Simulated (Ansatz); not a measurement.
## NbSiB in the AlB2 type: lattice stability ahead of a resistivity run

The plan: relax NbSiB in the AlB2 type, check its phonons, and, if the lattice is stable, compute its Eliashberg function and ρ(T).

Program: Ansatz 0.2.0. Level of theory: DFT PBE, scalar-relativistic, plane waves, PAW; PAW set soft_1. Results are calculated unless marked as measured.

The structure was built from a prototype and need not be the compound's stable phase.

## 1. The starting structure

The structure is hexagonal, space group P-6m2 (No. 187). Conventional cell: a = 3.671 Å, b = 3.671 Å, c = 3.854 Å, α = 90.00°, β = 90.00°, γ = 120.00°. Nearest to Nb lie 6 Si at 2.86 Å and 6 B at 2.86 Å. B has 3 Si at 2.12 Å and 6 Nb at 2.86 Å nearest. Si has 3 B at 2.12 Å and 6 Nb at 2.86 Å nearest. Farther neighbours are not listed.

## 2. Rough relaxation

The start is far from rest, so a relaxation with loose thresholds does the first part.

input.yaml

```yaml
crystal:
  lattice:
    - [3.67054, 0.0, 0.0]
    - [-1.83527, 3.17878, 0.0]
    - [0.0, 0.0, 3.85406]
  atoms:
    - { symbol: Nb, position: [0.0, 0.0, 0.0] }
    - { symbol: B, position: [0.33333333, 0.66666667, 0.5] }
    - { symbol: Si, position: [0.66666667, 0.33333333, 0.5] }
kpoints:
  mp_grid: { grid: [6, 6, 6] }
hamiltonian:
  xc: pbe
  pseudopotentials: { kind: paw, azcp: { folder: soft_1 } }
scf:
  occupations: { method: gaussian, width: 0.1 }
output:
  forces: true
  stress: true
  eigenvalues: true
relax:
  adjacent_minimum: "off"
  f_tol: 0.05
  max_steps: 80
  cell: { stress_tol: 0.5 }
```

Launch:

```console
$ ansatz run input.yaml --threads 4 --pin off --max-ram 12288MiB --backend cpu --events-out ev --progress --plain --runs-dir out
```

Numbers of over 12 decimals in the logs are rounded to 6 here.

Log:

```text
The last accepted step is kept in <dir> (removed where the run ends without a failure and the disk answers)
Engine: ansatz 0.2.0, x86_64-unknown-linux-gnu
Pseudopotentials: kind: paw
Pseudopotential: Nb, paw, valence charge 13, recommended cutoff 420 eV (normal), soft_1/Nb.paw.azcp
Pseudopotential: B, paw, valence charge 3, recommended cutoff 420 eV (normal), soft_1/B.paw.azcp
Pseudopotential: Si, paw, valence charge 4, recommended cutoff 420 eV (normal), soft_1/Si.paw.azcp
Functional definition: PBE
  parameter kappa = 0.804
  parameter beta = 0.066725
  exchange = pbe_x(kappa = kappa, mu = beta*pi^2/3)
  correlation = pbe_c(beta = beta)
Crystal: 3 atoms, lattice volume = 44.969 Å³
Basis set: ecut = 420 eV, 877 PW (Γ), exchange–correlation on 50×50×54 points (8 copies of the dense FFT grid, shifted against one another)
Bands: 14, of which v1, the nominal top of the filled ones, is band 10 counted from 1 (9 counted from 0)
Symmetry: 12 space group operations
Space group: P-6m2 (ITA 187), of the structure as read, at distance tolerance 3.6e-5 Å
k-points: 28 of 216 (time reversal used)
Non-local potential: Nb, projectors of the file, l = 0: 3, l = 1: 2, l = 2: 2, l = 3: 1
Non-local potential: B, projectors of the file, l = 0: 2, l = 1: 2, l = 2: 1
Non-local potential: Si, projectors of the file, l = 0: 2, l = 1: 2, l = 2: 1
PAW form: soft (Blöchl's): semilocal exchange-correlation on the pseudo side does not see the compensation charge
PAW one-centre angular grid: Nb, 590 points (default); XC on 64 Gauss nodes
PAW one-centre angular grid: B, 110 points (default); XC on 64 Gauss nodes
PAW one-centre angular grid: Si, 110 points (default); XC on 64 Gauss nodes
Initial density: superposition of atomic densities (chi_scale 0.1, normalization cell, long waves kept (reshape's long-wave potential 0.00 eV rms))
Initial wavefunctions: pseudopotential atomic-orbital guess
Functional: x = pbe(κ = 0.804, μ = 0.219515), c = pbe(β = 0.066725)
SCF iter   1: F=—  HF=-5345.360513 eV  |F-HF|=—  |Δ(HF+E_count)|=         —  Δρ=9.36e-2  dr2=9.41e0  ethr=3.10e-3  ⟨swp⟩=5.5  Hψ=2320  notcnv=0
preconditioner: auto → none  [metal: Δε(μ)=0.090 eV  Ē_g=7.335 eV  σ=0.100 eV  W_gap=0.47  n_scr=8 (ndim 8)  ℏωp=19.2 eV  f_vac=0.000  D(μ)=1.58/eV (n_scr^D=8)  sad-step TF]
SCF iter   2: F=—  HF=-5344.276012 eV  |F-HF|=—  |Δ(HF+E_count)|=    1.08e0  Δρ=6.28e-2  dr2=4.25e0  ethr=3.10e-3  ⟨swp⟩=2.2  Hψ=778  notcnv=0  defer=2
SCF iter   3: F=—  HF=-5343.448851 eV  |F-HF|=—  |Δ(HF+E_count)|=   8.27e-1  Δρ=5.55e-3  dr2=1.48e-2  ethr=3.10e-3  ⟨swp⟩=3.1  Hψ=844  notcnv=0  defer=4
SCF iter   4: F=—  HF=-5343.449164 eV  |F-HF|=—  |Δ(HF+E_count)|=   3.13e-4  Δρ=1.63e-3  dr2=1.97e-3  ethr=7.42e-5  ⟨swp⟩=2.9  Hψ=907  notcnv=0  defer=2
SCF iter   5: F=—  HF=-5343.448757 eV  |F-HF|=—  |Δ(HF+E_count)|=   4.06e-4  Δρ=3.78e-4  dr2=8.69e-5  ethr=9.85e-6  ⟨swp⟩=2.0  Hψ=554  notcnv=0  defer=2
SCF iter   6: F=—  HF=-5343.448771 eV  |F-HF|=—  |Δ(HF+E_count)|=   1.36e-5  Δρ=8.93e-5  dr2=2.37e-6  ethr=4.34e-7  ⟨swp⟩=2.0  Hψ=534  notcnv=0  defer=2
SCF iter   7: F=—  HF=-5343.448773 eV  |F-HF|=—  |Δ(HF+E_count)|=   1.50e-6  Δρ=1.37e-5  dr2=1.10e-7  ethr=1.19e-8  ⟨swp⟩=2.8  Hψ=657  notcnv=0  defer=2
SCF iter   8: F=-5343.448773 eV  HF=-5343.448773 eV  |F-HF|=9.50e-10  |Δ(HF+E_count)|=   2.45e-9  Δρ=1.58e-6  dr2=1.34e-9  ethr=5.00e-10  ⟨swp⟩=5.1  Hψ=1482  notcnv=0
SCF 1 converged in 8 iterations: F = -5343.448773 eV  dr2 = 1.34e-9
  greatest PAW one-centre occupation: 0.998 electrons in one spin orbital (limit 2), on the Nb atom at site 0 (counted from 0), in its partial waves of l = 0
relax step   1: F+E_penalty+E_count = -5343.44877255 eV  Δ(F+E_penalty+E_count) = +0.000e0 eV  max|allowed force component| = 1.172e-16 eV/Å  Δτ_max = 0.0000 Å  P = -26.414 GPa  Ω = 44.969 Å³  (8 SCF iters, dr2 threshold 1.00e-7 eV, accepted)
Crystal: 3 atoms, lattice volume = 39.859 Å³
Basis set: ecut = 420 eV, 775 PW (Γ), exchange–correlation on 50×50×54 points (8 copies of the dense FFT grid, shifted against one another)
Initial density: handed on by an earlier stage of this run
Initial wavefunctions: those handed on with the density
iter 1 solved again at ethr=1.23e-3 eV; its pass at ethr=3.10e-3 eV (dr2=2.46e-1 eV) is discarded
SCF iter   1: F=—  HF=-5344.165391 eV  |F-HF|=—  |Δ(HF+E_count)|=         —  Δρ=1.61e-2  dr2=2.47e-1  ethr=1.23e-3  ⟨swp⟩=1.0  Hψ=2629  notcnv=0
preconditioner: auto → none  [metal: Δε(μ)=0.081 eV  Ē_g=7.224 eV  σ=0.100 eV  W_gap=0.41  n_scr=8 (ndim 8)  ℏωp=20.4 eV  f_vac=0.000  D(μ)=1.47/eV (n_scr^D=8)]
SCF iter   2: F=—  HF=-5344.114953 eV  |F-HF|=—  |Δ(HF+E_count)|=   5.04e-2  Δρ=3.42e-3  dr2=6.60e-3  ethr=1.23e-3  ⟨swp⟩=2.1  Hψ=575  notcnv=0
SCF iter   3: F=—  HF=-5344.113370 eV  |F-HF|=—  |Δ(HF+E_count)|=   1.58e-3  Δρ=9.40e-4  dr2=2.96e-4  ethr=3.30e-5  ⟨swp⟩=1.8  Hψ=570  notcnv=0
SCF iter   4: F=—  HF=-5344.113364 eV  |F-HF|=—  |Δ(HF+E_count)|=   5.88e-6  Δρ=2.77e-4  dr2=1.49e-5  ethr=1.48e-6  ⟨swp⟩=2.4  Hψ=566  notcnv=0
iter 5 did not close the SCF: its close was put off for the readings that it lacked (scf_convergence_deferred on its scf_iter line)
SCF iter   5: F=-5344.113369 eV  HF=-5344.113369 eV  |F-HF|=1.18e-7  |Δ(HF+E_count)|=   4.20e-6  Δρ=3.84e-5  dr2=2.41e-7  ethr=7.46e-8  ⟨swp⟩=2.9  Hψ=693  notcnv=0
SCF iter   6: F=-5344.113369 eV  HF=-5344.113369 eV  |F-HF|=1.98e-9  |Δ(HF+E_count)|=   1.65e-7  Δρ=7.37e-6  dr2=8.57e-9  ethr=1.21e-9  ⟨swp⟩=2.5  Hψ=1421  notcnv=0
SCF 2 converged in 6 iterations: F = -5344.113369 eV  dr2 = 8.57e-9
relax step   2: F+E_penalty+E_count = -5344.11336884 eV  Δ(F+E_penalty+E_count) = -6.646e-1 eV  max|allowed force component| = 2.591e-16 eV/Å  Δτ_max = 0.0000 Å  P = -13.894 GPa  Ω = 39.859 Å³  energy of the carried Pulay correction = +1.308e-3 eV  (6 SCF iters, dr2 threshold 3.00e-7 eV, accepted)
Crystal: 3 atoms, lattice volume = 35.494 Å³
Basis set: ecut = 420 eV, 671 PW (Γ), exchange–correlation on 50×50×54 points (8 copies of the dense FFT grid, shifted against one another)
iter 1 solved again at ethr=1.03e-3 eV; its pass at ethr=3.10e-3 eV (dr2=2.05e-1 eV) is discarded
SCF iter   1: F=—  HF=-5344.285934 eV  |F-HF|=—  |Δ(HF+E_count)|=         —  Δρ=1.63e-2  dr2=2.06e-1  ethr=1.03e-3  ⟨swp⟩=1.0  Hψ=2698  notcnv=0
preconditioner: auto → none  [metal: Δε(μ)=0.030 eV  Ē_g=7.950 eV  σ=0.100 eV  W_gap=0.17  n_scr=8 (ndim 8)  ℏωp=21.6 eV  f_vac=0.000  D(μ)=1.78/eV (n_scr^D=20)]
SCF iter   2: F=—  HF=-5344.239659 eV  |F-HF|=—  |Δ(HF+E_count)|=   4.63e-2  Δρ=4.20e-3  dr2=9.47e-3  ethr=1.03e-3  ⟨swp⟩=2.1  Hψ=586  notcnv=0
SCF iter   3: F=—  HF=-5344.237075 eV  |F-HF|=—  |Δ(HF+E_count)|=   2.58e-3  Δρ=9.63e-4  dr2=2.60e-4  ethr=4.74e-5  ⟨swp⟩=2.0  Hψ=555  notcnv=0
SCF iter   4: F=—  HF=-5344.237068 eV  |F-HF|=—  |Δ(HF+E_count)|=   6.95e-6  Δρ=2.56e-4  dr2=1.14e-5  ethr=1.30e-6  ⟨swp⟩=2.3  Hψ=563  notcnv=0
iter 5 did not close the SCF: its close was put off for the readings that it lacked (scf_convergence_deferred on its scf_iter line)
SCF iter   5: F=-5344.237070 eV  HF=-5344.237070 eV  |F-HF|=2.69e-8  |Δ(HF+E_count)|=   2.68e-6  Δρ=3.81e-5  dr2=2.27e-7  ethr=5.72e-8  ⟨swp⟩=2.4  Hψ=662  notcnv=0
SCF iter   6: F=-5344.237070 eV  HF=-5344.237070 eV  |F-HF|=1.18e-9  |Δ(HF+E_count)|=   8.85e-8  Δρ=6.72e-6  dr2=5.31e-9  ethr=1.14e-9  ⟨swp⟩=3.0  Hψ=1652  notcnv=0
SCF 3 converged in 6 iterations: F = -5344.237070 eV  dr2 = 5.31e-9
relax step   3: F+E_penalty+E_count = -5344.23707040 eV  Δ(F+E_penalty+E_count) = -1.237e-1 eV  max|allowed force component| = 8.327e-17 eV/Å  Δτ_max = 0.0000 Å  P = +7.037 GPa  Ω = 35.494 Å³  energy of the carried Pulay correction = +2.556e-3 eV  (6 SCF iters, dr2 threshold 3.00e-7 eV, accepted)
[...]
relax step   4: F+E_penalty+E_count = -5344.26138042 eV  Δ(F+E_penalty+E_count) = -2.431e-2 eV  max|allowed force component| = 2.591e-16 eV/Å  Δτ_max = 0.0000 Å  P = -0.314 GPa  Ω = 36.732 Å³  energy of the carried Pulay correction = +2.187e-3 eV  (6 SCF iters, dr2 threshold 3.00e-7 eV, accepted)
Basis set: ecut = 420 eV, 725 PW (Γ), exchange–correlation on 48×48×48 points (8 copies of the dense FFT grid, shifted against one another)
Initial wavefunctions: pseudopotential atomic-orbital guess (no wavefunctions were taken with the density)
iter 1 solved again at ethr=9.83e-8 eV; its pass at ethr=3.10e-3 eV (dr2=1.97e-5 eV) is discarded
SCF iter   1: F=—  HF=-5344.260068 eV  |F-HF|=—  |Δ(HF+E_count)|=         —  Δρ=2.02e-4  dr2=1.70e-6  ethr=9.83e-8  ⟨swp⟩=2.9  Hψ=3374  notcnv=0
preconditioner: auto → none  [metal: Δε(μ)=0.008 eV  Ē_g=7.626 eV  σ=0.100 eV  W_gap=0.05  n_scr=8 (ndim 8)  ℏωp=21.2 eV  f_vac=0.000  D(μ)=2.65/eV (n_scr^D=22)]
SCF iter   2: F=—  HF=-5344.260062 eV  |F-HF|=—  |Δ(HF+E_count)|=   5.83e-6  Δρ=1.01e-4  dr2=4.03e-7  ethr=8.49e-9  ⟨swp⟩=2.1  Hψ=674  notcnv=0
SCF iter   3: F=—  HF=-5344.260063 eV  |F-HF|=—  |Δ(HF+E_count)|=   1.59e-6  Δρ=7.55e-6  dr2=9.12e-9  ethr=2.01e-9  ⟨swp⟩=2.4  Hψ=620  notcnv=0
iter 4 did not close the SCF: its close was put off for the readings that it lacked (scf_convergence_deferred on its scf_iter line)
SCF iter   4: F=-5344.260063 eV  HF=-5344.260063 eV  |F-HF|=6.37e-12  |Δ(HF+E_count)|=   6.85e-9  Δρ=1.35e-6  dr2=3.65e-10  ethr=4.56e-11  ⟨swp⟩=2.1  Hψ=556  notcnv=0
iter 5 did not close the SCF: its close was put off for the readings that it lacked (scf_convergence_deferred on its scf_iter line)
SCF iter   5: F=-5344.260063 eV  HF=-5344.260063 eV  |F-HF|=3.18e-11  |Δ(HF+E_count)|=  1.12e-10  Δρ=3.63e-7  dr2=4.71e-11  ethr=1.83e-12  ⟨swp⟩=2.4  Hψ=653  notcnv=0
SCF iter   6: F=-5344.260063 eV  HF=-5344.260063 eV  |F-HF|=1.82e-12  |Δ(HF+E_count)|=  1.09e-11  Δρ=4.30e-8  dr2=3.60e-13  ethr=1.00e-12  ⟨swp⟩=2.0  Hψ=1183  notcnv=0
SCF 5 converged in 6 iterations: F = -5344.260063 eV  dr2 = 3.60e-13
relax step   5: F+E_penalty+E_count = -5344.26006328 eV  Δ(F+E_penalty+E_count) = +1.317e-3 eV  max|allowed force component| = 2.344e-16 eV/Å  Δτ_max = 0.0000 Å  P = -0.342 GPa  Ω = 36.732 Å³  stress off target by 4.47e-1 GPa  SCF on the basis re-selected at this cell (its energy is not comparable with the rows above)  (6 SCF iters)
basis re-selected at this cell: Δ(F+E_penalty+E_count) = +1.317e-3 eV, ΔP = -0.029 GPa vs the last step (what re-selecting the basis moved, of the pressure what is left beyond the Pulay correction that the steps carried, after the strain that the cell walked since its last selection, with what the two solves' SCF thresholds leave and, on support functions, any second-order correction that the steps lacked; it is no measure of the basis error at this ecutwfc). The dense FFT grid was sized anew with the basis: this SCF ran on 24×24×24 points, the steps before it on 25×25×27, so part of this shift can come from that change (see relax.cell in the input reference). [rest of the remark cut]
SCF converged after 6 iterations
Free energy (F): -5344.260063 eV
Harris-Foulkes:  -5344.260063 eV  (|F-HF|=1.82e-12)
Internal energy: -5344.246797 eV  (E = F + TS)
E sigma→0 (E₀):  -5344.253430 eV
Entropy (-TS):   -0.013267 eV (-4.422 meV/atom)
Fermi energy:    16.013058 eV
--- Per-component energies (eV) ---
  E_band       = -49.244160
  E_kinetic    = 466.456758
  E_local      = -785.483536  (includes V_loc(G=0)·N_el)
  E_nonlocal   = 126.141924
  E_hartree    = 277.458476
  E_xc         = -256.705553
  E_vxc        = -289.456106  (∫ρ·V_xc dr)
  E_paw        = -3672.237386  (= ΣΔE_a)
  E_vpaw       = -121.820244  (= ΣTr[D̂ρ^β])
  E_aug_tail   = 0.000079  (compensation charges beyond the density's cutoff)
  E_ewald      = -1499.877559
  E_smearing   = -0.013267  (= −TS)
  E_closure    = 0.000000  (closes the sum)
  Σ components = -5344.260063   (vs F -5344.260063, Δ=0.00e0)
--- Forces (eV/Å), atoms counted from 1 ---
  atom   1  Nb     0.00000000     0.00000000     0.00000000
  atom   2  B      0.00000000    -0.00000000    -0.00000000
  atom   3  Si    -0.00000000     0.00000000     0.00000000
  max |Σ_I F_I| component: 7.40e-17 eV/Å
--- Stress (GPa, compression-positive) ---
       -0.290105       0.000000      -0.000000
        0.000000      -0.290105      -0.000000
       -0.000000      -0.000000      -0.446721
  P = ⅓ Tr σ = -0.3423 GPa (-3.423 kbar)
--- Band table (eV; the first three rows and the last of 28) ---
  k-point 0: bands = [... 6 lower, 11.6769, 12.2094, 13.0836, 16.3051, 16.3051, 17.3222, 17.3222, 17.4690]
  k-point 1: bands = [... 6 lower, 11.9287, 11.9287, 14.2456, 15.0594, 15.0594, 17.3563, 17.3563, 17.7354]
  k-point 2: bands = [... 6 lower, 12.6118, 12.6118, 14.0044, 14.0044, 15.7848, 15.8611, 15.8611, 18.4705]
  k-point 27: bands = [... 6 lower, 9.8874, 11.4884, 11.8585, 17.5041, 17.9957, 18.1705, 18.7048, 19.0786]
--- Relaxed structure (4 steps of the walk, 4 accepted, 1 SCFs on fresh bases) ---
  F+E_penalty+E_count = -5344.26006328 eV   max|allowed force component| = 2.344e-16 eV/Å   (the final SCF, on the basis selected at the relaxed cell)
  cell:  # Å, volume = 36.7319 Å³
    - [3.468336, 0.0, 0.0]
    - [-1.734168, 3.003667, 0.0]
    - [0.0, 0.0, 3.525906]
  atoms:
    - { symbol: Nb, position: [0, 0, 0.0] }
    - { symbol: B, position: [0.333333, 0.666667, 0.5] }
    - { symbol: Si, position: [0.666667, 0.333333, 0.5] }
```

The job ended after 2.3 s (4 threads of AMD EPYC 9R14 (Zen 4), shared host; peak memory 0.39 GiB).

Relaxation path:

| step | energy less that of the first step (eV) | largest force component (eV/Å) | pressure (GPa) | volume (Å³) |
| --- | --- | --- | --- | --- |
| 1 | 0.0000 | 0.0000 | -26.41 | 44.97 |
| 2 | -0.6646 | 0.0000 | -13.89 | 39.86 |
| 3 | -0.7883 | 0.0000 | 7.04 | 35.49 |
| 4 | -0.8126 | 0.0000 | -0.31 | 36.73 |
| 5* | -0.8113 | 0.0000 | -0.34 | 36.73 |

Relaxation steps marked * repeat the geometry before them on a plane-wave basis chosen anew for their cell, so energy and pressure can jump there.

Forces are held to the 12 operations that the run works with; a distortion that breaks them can't arise in this run.

| conventional cell, symmetrised | before | after | change |
| --- | --- | --- | --- |
| a (Å) | 3.671 | 3.468 | -5.5 % |
| b (Å) | 3.671 | 3.468 | -5.5 % |
| c (Å) | 3.854 | 3.526 | -8.5 % |
| volume (Å³/atom) | 14.99 | 12.24 | -18.3 % |

Final coordinates:

```cif
data_structure
_symmetry_space_group_name_H-M 'P 1'
_symmetry_Int_Tables_number 1
_cell_length_a 3.4683
_cell_length_b 3.4683
_cell_length_c 3.5259
_cell_angle_alpha 90.000
_cell_angle_beta 90.000
_cell_angle_gamma 120.000
_cell_volume 36.73
loop_
_atom_site_label
_atom_site_type_symbol
_atom_site_fract_x
_atom_site_fract_y
_atom_site_fract_z
_atom_site_occupancy
Nb1 Nb 0.00000 0.00000 0.00000 1
B2 B 0.33333 0.66667 0.50000 1
Si3 Si 0.66667 0.33333 0.50000 1
```

This step gave:

```yaml
pressure: -0.3423 GPa
volume_per_atom: 12.24 Å³/atom
metallic_on_mesh: yes
gap_on_the_k_mesh: 0 eV
```

The largest force is now zero by symmetry and the largest stress component 0.45 GPa.

## 3. Relaxation

The structure is brought to rest under this functional.

input.yaml, the sections that differ from step 2:

```yaml
crystal:
  lattice:
    - [3.4683361207, 0.0, 0.0]
    - [-1.7341680604, 3.0036671894, 0.0]
    - [0.0, 0.0, 3.525906474]
  atoms:
    - { symbol: Nb, position: [0.0, 0.0, 0.0] }
    - { symbol: B, position: [0.3333333333, 0.6666666667, 0.5] }
    - { symbol: Si, position: [0.6666666667, 0.3333333333, 0.5] }
kpoints:
  mp_grid: { grid: [12, 12, 8] }
relax:
  adjacent_minimum: "off"
  f_tol: 0.005
  max_steps: 80
  cell: { stress_tol: 0.05 }
# hamiltonian, scf, output: as in step 2
```

Log:

```text
[the first part of the log is left out]
  E_vxc        = -289.629332  (∫ρ·V_xc dr)
  E_paw        = -3672.239349  (= ΣΔE_a)
  E_vpaw       = -121.841062  (= ΣTr[D̂ρ^β])
  E_aug_tail   = 0.000080  (compensation charges beyond the density's cutoff)
  E_ewald      = -1502.141977
  E_smearing   = -0.008805  (= −TS)
  E_closure    = 0.000000  (closes the sum)
  Σ components = -5344.293065   (vs F -5344.293065, Δ=0.00e0)
[...]
--- Stress (GPa, compression-positive) ---
        0.006353       0.000000       0.000000
        0.000000       0.006353       0.000000
        0.000000       0.000000      -0.010505
  P = ⅓ Tr σ = 0.0007 GPa (0.007 kbar)
--- Band table (eV; the first three rows and the last of 95) ---
[...]
--- Relaxed structure (4 steps of the walk, 4 accepted, 1 SCFs on fresh bases) ---
[...]
cell:  # Å, volume = 36.5482 Å³
    - [3.487480, 2.9026857845534016e-11, 0.0]
    - [-1.743740, 3.020246, 0.0]
    - [0.0, 0.0, 3.469859]
  atoms:
    - { symbol: Nb, position: [0, 0, 0.0] }
    - { symbol: B, position: [0.333333, 0.666667, 0.5] }
    - { symbol: Si, position: [0.666667, 0.333333, 0.5] }
```

Run time: 4.6 s. Hardware: 4 threads; peak memory 0.46 GiB.

The steps of the relaxation:

| step | energy less that of the first step (eV) | largest force component (eV/Å) | pressure (GPa) | volume (Å³) |
| --- | --- | --- | --- | --- |
| 1 | 0.0000 | 0.0000 | -0.41 | 36.73 |
| 2 | -0.0057 | 0.0000 | 1.50 | 36.28 |
| 3 | -0.0068 | 0.0000 | 0.15 | 36.53 |
| 4 | -0.0068 | 0.0000 | 0.00 | 36.55 |
| 5 | -0.0067 | 0.0000 | 0.00 | 36.55 |

The log counts 1 steps on a newly chosen plane-wave basis, not all of them marked here; energy and pressure can jump at such steps.

| conventional cell, symmetrised | before | after | change |
| --- | --- | --- | --- |
| a (Å) | 3.468 | 3.487 | +0.6 % |
| b (Å) | 3.468 | 3.487 | +0.6 % |
| c (Å) | 3.526 | 3.470 | -1.6 % |
| volume (Å³/atom) | 12.24 | 12.18 | -0.5 % |

The relaxed structure:

```cif
data_structure
_symmetry_space_group_name_H-M 'P 1'
_symmetry_Int_Tables_number 1
_cell_length_a 3.4875
_cell_length_b 3.4875
_cell_length_c 3.4699
_cell_angle_alpha 90.000
_cell_angle_beta 90.000
_cell_angle_gamma 120.000
_cell_volume 36.55
loop_
_atom_site_label
_atom_site_type_symbol
_atom_site_fract_x
_atom_site_fract_y
_atom_site_fract_z
_atom_site_occupancy
Nb1 Nb 0.00000 0.00000 0.00000 1
B2 B 0.33333 0.66667 0.50000 1
Si3 Si 0.66667 0.33333 0.50000 1
```

This step gave:

```
pressure        : 7.34e-4 GPa
volume per atom : 12.18 Å³/atom
```

The largest force is now zero by symmetry and the largest stress component 0.011 GPa.

## 4. Tight relaxation

No force is left; the cell is relaxed once more with another smearing and tight thresholds.

input.yaml, the sections that differ from step 3:

```yaml
crystal:
  lattice:
    - [3.4874800575, 0.0, 0.0]
    - [-1.7437400288, 3.020246325, 0.0]
    - [0.0, 0.0, 3.469858857]
  atoms:
    - { symbol: Nb, position: [0.0, 0.0, 0.0] }
    - { symbol: B, position: [0.3333333333, 0.6666666667, 0.5] }
    - { symbol: Si, position: [0.6666666667, 0.3333333333, 0.5] }
kpoints:
  mp_grid: { grid: [9, 9, 8] }
scf:
  occupations: { method: methfessel_paxton, width: 0.2 }
relax:
  adjacent_minimum: "off"
  f_tol: 0.001
  max_steps: 60
  cell: { stress_tol: 0.01 }
# hamiltonian, output: as in step 3
```

Log:

```text
[the first part of the log is left out]
  E_vxc        = -289.636127  (∫ρ·V_xc dr)
  E_paw        = -3672.244351  (= ΣΔE_a)
  E_vpaw       = -121.848241  (= ΣTr[D̂ρ^β])
  E_aug_tail   = 0.000080  (compensation charges beyond the density's cutoff)
  E_ewald      = -1502.280597
  E_smearing   = 0.001781  (= −TS)
  E_closure    = 0.000000  (closes the sum)
  Σ components = -5344.283901   (vs F -5344.283901, Δ=0.00e0)
[...]
--- Stress (GPa, compression-positive) ---
       -0.000387       0.000000       0.000000
        0.000000      -0.000387       0.000000
        0.000000       0.000000      -0.000235
  P = ⅓ Tr σ = -0.0003 GPa (-0.003 kbar)
--- Band table (eV; the first three rows and the last of 60) ---
[...]
--- Relaxed structure (3 steps of the walk, 3 accepted, 1 SCFs on fresh bases) ---
[...]
cell:  # Å, volume = 36.5380 Å³
    - [3.487277, 2.886573045168152e-11, 0.0]
    - [-1.743638, 3.020070, 0.0]
    - [0.0, 0.0, 3.469294]
  atoms:
    - { symbol: Nb, position: [0, 0, 0.0] }
    - { symbol: B, position: [0.333333, 0.666667, 0.5] }
    - { symbol: Si, position: [0.666667, 0.333333, 0.5] }
```

Elapsed: 2.4 s, on 4 threads; peak memory 0.42 GiB.

Little changed from the start: no atom moved by 0.005 Å and no cell edge by 0.1 %.

This step gave:

- pressure: -3.36e-4 GPa

The largest force is now zero by symmetry and the largest stress component 3.9e-4 GPa, small enough for phonons.

[end of part 1 of 3]

[Logs are printed without paths, hosts, clocks, repeated set-up lines and the standing remarks that a program may print on its own settings, such as how far it seeks lower states.]

[Hosts, paths, dates, database ids (printed as entryN), source tags and the programs' standing remarks are cut or masked in the printed files.]
